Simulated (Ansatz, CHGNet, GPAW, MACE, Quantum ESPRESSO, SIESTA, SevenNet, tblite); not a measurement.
**Quantum ESPRESSO on KH6C3NO5 (P2_1/c) (64 atoms): settings compared**

How far do other settings of Quantum ESPRESSO move the forces in KH6C3NO5 (P2_1/c) (64 atoms)? One run of the same program serves as the yardstick.

Main program and level: Quantum ESPRESSO 7.5; the method is named at each step.

## (1) Set-up

The cell holds 64 atoms: 4 K, 24 H, 12 C, 4 N and 20 O. Cell: a = 7.457 Å, b = 13.002 Å, c = 6.816 Å, α = 90.0°, β = 105.4°, γ = 90.0°. It derives from KH6C3NO5 (P2_1/c), repeated 1×1×1. KH6C3NO5, space group P2_1/c, structure from the Crystallography Open Database, 1 x 1 x 1 conventional cells; every coordinate displaced by a Gaussian of 0.01 Å; bonds to H set to neutron lengths (C-H 1.089, N-H 1.015, O-H 0.983, B-H 1.19 Å) where the listed ones are shorter. Then every atom was moved at random, 0.05 Å r.m.s. a Cartesian component (hydrogen 0.6 of that).

The yardstick, on the same geometry:

| Item | Value |
| --- | --- |
| method | Kohn-Sham DFT, PBE, SSSP efficiency 1.3.0 pseudopotentials, plane waves (Quantum ESPRESSO 7.5); sssp-pbe-1.3.0-efficiency, cutoffs 60/480 Ry, Γ point |
| r.m.s. force component | 2.014 eV/Å |
| longest force | 9.847 eV/Å |
| pressure | 1.7 GPa |
| gap (highest filled to lowest empty level) | 3.547 eV |
| time | 74 s on 2 MPI ranks of Arm Neoverse V2, shared host |
| CPU time | 2.5 min |

## (2) PBE, dojo-0.4.1-standard, 80/320 Ry

Method: Kohn-Sham DFT, PBE, PseudoDojo 0.4.1 standard norm-conserving pseudopotentials, plane waves.

Input file pw.in:

```
&control
  calculation = 'scf'
  pseudo_dir = './pseudo'
  outdir = './tmp'
  disk_io = 'none'
  tprnfor = .true.
  tstress = .true.
/
&system
  ibrav = 0
  nat = 64
  ntyp = 5
  ecutwfc = 80
  ecutrho = 320
  nosym = .true.
  occupations = 'smearing'
  smearing = 'fd'
  degauss = 0.003675
/
&electrons
  conv_thr = 3.2e-07
  electron_maxstep = 100
  mixing_beta = 0.4
  mixing_mode = 'plain'
  diagonalization = 'david'
/
ATOMIC_SPECIES
K 39.098 K.upf
H 1.008 H.upf
C 12.011 C.upf
N 14.007 N.upf
O 15.999 O.upf
CELL_PARAMETERS angstrom
7.45700 0.00000 0.00000
0.00000 13.00200 0.00000
-1.81118 0.00000 6.57096
ATOMIC_POSITIONS crystal
K 0.49354 0.63839 0.07791
K 0.49071 0.14022 0.40100
K 0.49405 0.36167 0.89725
K 0.50933 0.86276 0.59056
H 0.97627 0.73521 0.95355
H 0.03137 0.23085 0.55864
H 0.03291 0.26555 0.06223
H 0.96676 0.77429 0.44276
H 0.97824 0.85450 0.82802
H 0.01695 0.35285 0.66833
H 0.00880 0.14755 0.16046
H 0.98465 0.64285 0.33300
H 0.55456 0.89896 0.12690
H 0.44802 0.39649 0.38909
H 0.43914 0.10440 0.87826
H 0.54685 0.60227 0.61620
H 0.23016 0.96173 0.94360
H 0.76317 0.46279 0.54481
H 0.77189 0.03979 0.05005
H 0.22982 0.53984 0.44859
H 0.87304 0.48889 0.13712
H 0.11976 0.99007 0.36021
H 0.12207 0.51846 0.85981
H 0.88021 0.01209 0.63912
H 0.81466 0.53533 0.91298
H 0.19254 0.03649 0.58189
H 0.18849 0.46142 0.07886
H 0.80885 0.96534 0.42158
C 0.85991 0.85424 0.07587
C 0.13895 0.36051 0.41193
C 0.13335 0.14187 0.91372
C 0.86384 0.63934 0.57401
C 0.01861 0.81588 0.97326
C 0.99953 0.31119 0.52960
C 0.98757 0.18708 0.01826
C 0.99592 0.68022 0.48119
C 0.19242 0.82471 0.10382
C 0.80164 0.32773 0.39220
C 0.80935 0.17477 0.88784
C 0.19316 0.67773 0.61147
N 0.29810 0.91462 0.06622
N 0.69407 0.40570 0.44371
N 0.71064 0.09190 0.94700
N 0.28856 0.58667 0.56212
O 0.69803 0.82593 0.01798
O 0.30949 0.32446 0.48184
O 0.30112 0.17451 0.98692
O 0.68731 0.67019 0.50390
O 0.90231 0.92806 0.20576
O 0.08840 0.43238 0.27471
O 0.08860 0.06911 0.79114
O 0.90139 0.56643 0.71058
O 0.26885 0.76518 0.24879
O 0.73519 0.26765 0.26612
O 0.72820 0.24046 0.75060
O 0.28115 0.73170 0.75162
[... 4 atom lines left out ...]
O 0.76387 0.51916 0.03961
O 0.21963 0.01292 0.44439
O 0.21432 0.48719 0.95221
O 0.77521 0.98540 0.54028
K_POINTS gamma
```

Launch:

```
$ OMP_NUM_THREADS=1 mpirun -np 2 pw.x -in pw.in > output.txt
```

Output:

```text
Program PWSCF
     gamma-point specific algorithms are used
     Parallelization info
     sticks:   dense  smooth     PW     G-vecs:    dense   smooth      PW
     Min        4411    4411   1104               207839   207839   25992
     Max        4412    4412   1105               207840   207840   25993
     Sum        8823    8823   2209               415679   415679   51985
     bravais-lattice index     =            0
     lattice parameter (alat)  =      14.0917  a.u.
     unit-cell volume          =    4299.3196 (a.u.)^3
     number of atoms/cell      =           64
     number of atomic types    =            5
     number of electrons       =       248.00
     number of Kohn-Sham states=          149
     kinetic-energy cutoff     =      80.0000  Ry
     charge density cutoff     =     320.0000  Ry
     scf convergence threshold =      3.2E-07
     mixing beta               =       0.4000
     number of iterations used =            8  plain     mixing
     Exchange-correlation= PBE
                           (   1   4   3   4   0   0   0)
     crystal axes: (cart. coord. in units of alat)
               a(1) = (   1.000000   0.000000   0.000000 )
               a(2) = (   0.000000   1.743597   0.000000 )
               a(3) = (  -0.242883   0.000000   0.881180 )
     reciprocal axes: (cart. coord. in units 2 pi/alat)
               b(1) = (  1.000000 -0.000000  0.275634 )
               b(2) = (  0.000000  0.573527 -0.000000 )
               b(3) = (  0.000000  0.000000  1.134842 )
     PseudoPot. # 1 for K :
     Pseudo is Norm-conserving + core correction, Zval =  9.0
     PseudoPot. # 2 for H :
     Pseudo is Norm-conserving, Zval =  1.0
     PseudoPot. # 3 for C :
     Pseudo is Norm-conserving + core correction, Zval =  4.0
     PseudoPot. # 4 for N :
     Pseudo is Norm-conserving + core correction, Zval =  5.0
     PseudoPot. # 5 for O :
     Pseudo is Norm-conserving + core correction, Zval =  6.0
     atomic species   valence    mass     pseudopotential
     K                 9.00    39.09800     K ( 1.00)
     H                 1.00     1.00800     H ( 1.00)
     C                 4.00    12.01100     C ( 1.00)
     N                 5.00    14.00700     N ( 1.00)
     O                 6.00    15.99900     O ( 1.00)
     No symmetry found
   Cartesian axes
     number of k points=     1  Fermi-Dirac smearing, width (Ry)=  0.0037
                       cart. coord. in units 2pi/alat
        k(    1) = (   0.0000000   0.0000000   0.0000000), wk =   2.0000000
     Dense  grid:   207840 G-vectors     FFT dimensions: (  81, 144,  75)
     Initial potential from superposition of free atoms
     starting charge     247.9222, renormalised to     248.0000
     Starting wfcs are  188 randomized atomic wfcs
     Self-consistent Calculation
     iteration #  1     ecut=    80.00 Ry     beta= 0.40
     total energy              =   -1156.62080367 Ry
     estimated scf accuracy    <       7.16393930 Ry
     iteration #  2     ecut=    80.00 Ry     beta= 0.40
     total energy              =   -1157.72296406 Ry
     estimated scf accuracy    <       0.85116914 Ry
     iteration #  3     ecut=    80.00 Ry     beta= 0.40
     total energy              =   -1157.80426095 Ry
     estimated scf accuracy    <       0.21336543 Ry
     iteration #  4     ecut=    80.00 Ry     beta= 0.40
     total energy              =   -1157.81357955 Ry
     estimated scf accuracy    <       0.05312051 Ry
     iteration #  5     ecut=    80.00 Ry     beta= 0.40
     total energy              =   -1157.81770252 Ry
     estimated scf accuracy    <       0.00493697 Ry
     iteration #  6     ecut=    80.00 Ry     beta= 0.40
     total energy              =   -1157.81857132 Ry
     estimated scf accuracy    <       0.00065356 Ry
     iteration #  7     ecut=    80.00 Ry     beta= 0.40
     total energy              =   -1157.81867173 Ry
     estimated scf accuracy    <       0.00014204 Ry
     iteration #  8     ecut=    80.00 Ry     beta= 0.40
     total energy              =   -1157.81870129 Ry
     estimated scf accuracy    <       0.00001896 Ry
     iteration #  9     ecut=    80.00 Ry     beta= 0.40
     total energy              =   -1157.81870507 Ry
     estimated scf accuracy    <       0.00000337 Ry
     iteration # 10     ecut=    80.00 Ry     beta= 0.40
     total energy              =   -1157.81870598 Ry
     estimated scf accuracy    <       0.00000058 Ry
     iteration # 11     ecut=    80.00 Ry     beta= 0.40
     End of self-consistent calculation
          k = 0.0000 0.0000 0.0000 ( 25993 PWs)   bands (ev):
   -25.8400 -25.7900 -25.6726 -25.4898 -20.6645 -20.5504 -19.7915 -19.7500
   -19.6394 -19.2829 -18.9100 -18.8340 -18.7032 -18.5581 -18.1808 -17.8248
   -17.7458 -17.7091 -17.3666 -17.1590 -16.8879 -16.7781 -16.6739 -16.2407
   -14.0008 -13.5598 -13.3990 -13.3264 -11.6717 -11.6252 -11.5568 -11.0059
    -9.4163  -9.3886  -9.3693  -9.3461  -9.3161  -9.2758  -9.2219  -9.2075
    -9.2048  -9.0571  -9.0446  -9.0105  -8.0872  -7.9503  -7.8003  -7.0733
    -6.9849  -6.9405  -6.5567  -6.4841  -6.4596  -6.0802  -5.9214  -5.8204
    -5.7155  -5.5854  -5.4627  -5.3655  -5.2603  -5.1582  -5.0202  -4.6625
    -4.4962  -4.3316  -4.2790  -4.1701  -4.0677  -4.0550  -4.0225  -3.9418
    -3.8680  -3.6921  -3.6845  -3.5269  -3.4110  -3.3785  -3.2248  -3.1248
    -2.9997  -2.9557  -2.8273  -2.5545  -2.4212  -2.3388  -2.2691  -2.0598
    -1.9436  -1.7879  -1.6512  -1.5340  -1.4750  -1.4226  -1.2926  -0.8746
    -0.4318  -0.2154  -0.2002   0.0395   0.1093   0.1449   0.1953   0.2141
     0.3062   0.3431   0.3985   0.4526   0.4756   0.5141   0.5344   0.5586
     0.5856   0.6699   0.8856   1.0350   1.0605   1.0927   1.1667   1.3566
     1.4687   1.6231   1.8368   2.0050   5.5536   5.7192   5.9211   6.0181
     6.2020   6.3306   6.6036   6.7406   6.9831   7.6317   7.9887   8.1887
     8.3122   8.8177   8.9230   9.3087   9.4227   9.5437   9.6344   9.8332
     9.8977  10.1130  10.2310  10.2995  10.3981
     the Fermi energy is     3.9159 ev
!    total energy              =   -1157.81870610 Ry
     estimated scf accuracy    <       0.00000013 Ry
     smearing contrib. (-TS)   =      -0.00000000 Ry
     internal energy E=F+TS    =   -1157.81870610 Ry
     The total energy is F=E-TS. E is the sum of the following terms:
     one-electron contribution =    -607.15981546 Ry
     hartree contribution      =     408.63770437 Ry
     xc contribution           =    -311.33118096 Ry
     ewald contribution        =    -647.96541404 Ry
     convergence has been achieved in  11 iterations
     Forces acting on atoms (cartesian axes, Ry/au):
     atom    1 type  1   force =    -0.00075261    0.00075283    0.01380295
     atom    2 type  1   force =     0.00549926    0.00369721   -0.00026748
     atom    3 type  1   force =     0.00088952    0.00102458    0.00130542
     atom    4 type  1   force =    -0.00698983   -0.00691977    0.00148327
     atom    5 type  2   force =     0.01798675   -0.01054749   -0.01664516
     atom    6 type  2   force =    -0.00143161   -0.01483250   -0.00376294
     atom    7 type  2   force =    -0.01372693    0.01024638   -0.01381540
     atom    8 type  2   force =     0.00369338   -0.12041102    0.01766207
     atom    9 type  2   force =     0.02158224    0.01030177   -0.01557792
     atom   10 type  2   force =     0.00516566    0.01763820    0.03547749
     atom   11 type  2   force =    -0.00389946   -0.02701830    0.02518307
     atom   12 type  2   force =    -0.00068722    0.00417331    0.00779533
[...]
atom   60 type  5   force =     0.09820656   -0.01373274    0.03232392
     atom   61 type  5   force =     0.06705611    0.01128532   -0.06143546
     atom   62 type  5   force =     0.17949457    0.14112340    0.28462599
     atom   63 type  5   force =     0.14749865   -0.09752803    0.13480837
     atom   64 type  5   force =    -0.07285264   -0.00306721    0.02198712
     Total force =     1.063431     Total SCF correction =     0.000546
     Computing stress (Cartesian axis) and pressure
          total   stress  (Ry/bohr**3)                   (kbar)     P=       12.40
   0.00018702   0.00010600   0.00023561           27.51       15.59       34.66
   0.00010600  -0.00007808   0.00024447           15.59      -11.49       35.96
   0.00023561   0.00024447   0.00014389           34.66       35.96       21.17
     Message from routine punch:
     Nothing written, as per user request (disk_io='none')
```

Run time: 53 s. Hardware: 2 MPI ranks of Arm Neoverse V2, shared host; peak memory 0.78 GiB; 1.8 min of CPU time.

Banners, paths, timers and routine set-up lines are dropped from the logs unmarked, and long logs keep their key lines alone; longer cuts are marked.

Numbers from this run, and their distance from the reference:

```yaml
r_m_s_force_component: 1.973 eV/Å
r_m_s_difference_of_force_components: 116.2 meV/Å
longest_difference_of_force_vectors: 558.9 meV/Å
force_difference_over_r_m_s_force: 5.771 %
slope_of_forces_against_the_reference_s: 0.9785
correlation_of_force_components: 0.9985
spacing_of_highest_filled_and_lowest_empty_level: 3.549 eV
gap_difference: 0.0011 eV
pressure: 1.24 GPa
pressure_difference: -0.46 GPa
```

Length of the force difference by element (eV/Å):

```
element  atoms    mean    most
      C     12    0.17    0.44
      H     24    0.14    0.56
      K      4  0.0052  0.0063
      N      4   0.088    0.11
      O     20    0.23    0.52
```

Levels nearest the highest filled one (eV from it): -1.42, -1.34, -1.12, -0.97, -0.94, -0.91, -0.84, -0.65, -0.54, -0.38, -0.17, 0.00, 3.55, 3.71, 3.92, 4.01, 4.20, 4.33, 4.60, 4.74, 4.98, 5.63, 5.98, 6.18.

A closer look about K3, one of the 4 K atoms: 9 atoms, nearest first, numbered in the order of the input, with positions taken from that point.

```
atom      x      y      z  distance (Å)  bonds     Fx     Fy  Fz (eV/Å)
  K3   0.00   0.00   0.00          0.00      8   0.02   0.03       0.03
 O55   2.01  -1.58  -0.96          2.73      3   1.04  -2.54       1.93
 O63  -2.19   1.63   0.36          2.75      4   3.79  -2.51       3.47
 O46  -0.62  -0.48  -2.73          2.84      3  -1.98   1.32      -1.26
 O61   1.75   2.05   0.94          2.85      4   1.72   0.29      -1.58
 O58  -0.52   0.99   2.66          2.88      4  -0.18  -1.72       2.31
 O54   1.13  -1.22   2.42          2.94      3  -0.93  -3.53      -4.37
 O47  -1.60  -2.43   0.59          2.97      3  -0.79  -0.36      -0.79
 O60   0.10   2.64  -1.43          3.01      4   2.52  -0.35       0.83
```

Forces lie 5.8 % from the reference's, at 0.71 times its CPU time.

## (3) What came out

```yaml
force_difference_from_the_reference: QE PBE, dojo-0.4.1-standard, 80/320 Ry, 5.8 %
its_cpu_time: 1.8 min
```

In words: PBE on plane waves or a grid with other potentials, cutoffs or grids differs from the reference by 5.8 % (QE PBE, dojo-0.4.1-standard, 80/320 Ry) of the r.m.s. force; this holds the reference's own error, so differences of a few per cent don't tell which side is nearer the exact PBE result. PBE gaps agree with the reference's 3.55 eV within 0.002 eV. These are spacings on the run's k-points, which needn't hold the band edges. The reference's pressure holds the uncorrected Pulay stress of its 60 Ry basis, so small pressure differences, and their order, may be the reference's own error. The reference's stress is far from hydrostatic: its diagonal is 3.1, -0.8, 2.7 GPa, compression counted positive. The reference's PBE has no dispersion term, which matters for the binding between molecules or layers. The published positions, changed by the recipe (random displacements or longer bonds to H), lie far from the minimum at this level of theory. The reference's pressure of 1.7 GPa belongs to a cell and atoms that aren't relaxed at this level. The electronic-structure runs sample only Γ, in a cell whose shortest periodic width is 7 Å.

[Also dropped from logs without a mark: logging warnings of Python, and SIESTA's first energy breakdown and zero terms.]

[Logs are printed without paths, hosts, clocks, repeated set-up lines and the standing remarks that a program may print on its own settings, such as how far it seeks lower states.]

[Hosts, paths, dates, database ids (printed as entryN), source tags and the programs' standing remarks are cut or masked in the printed files.]
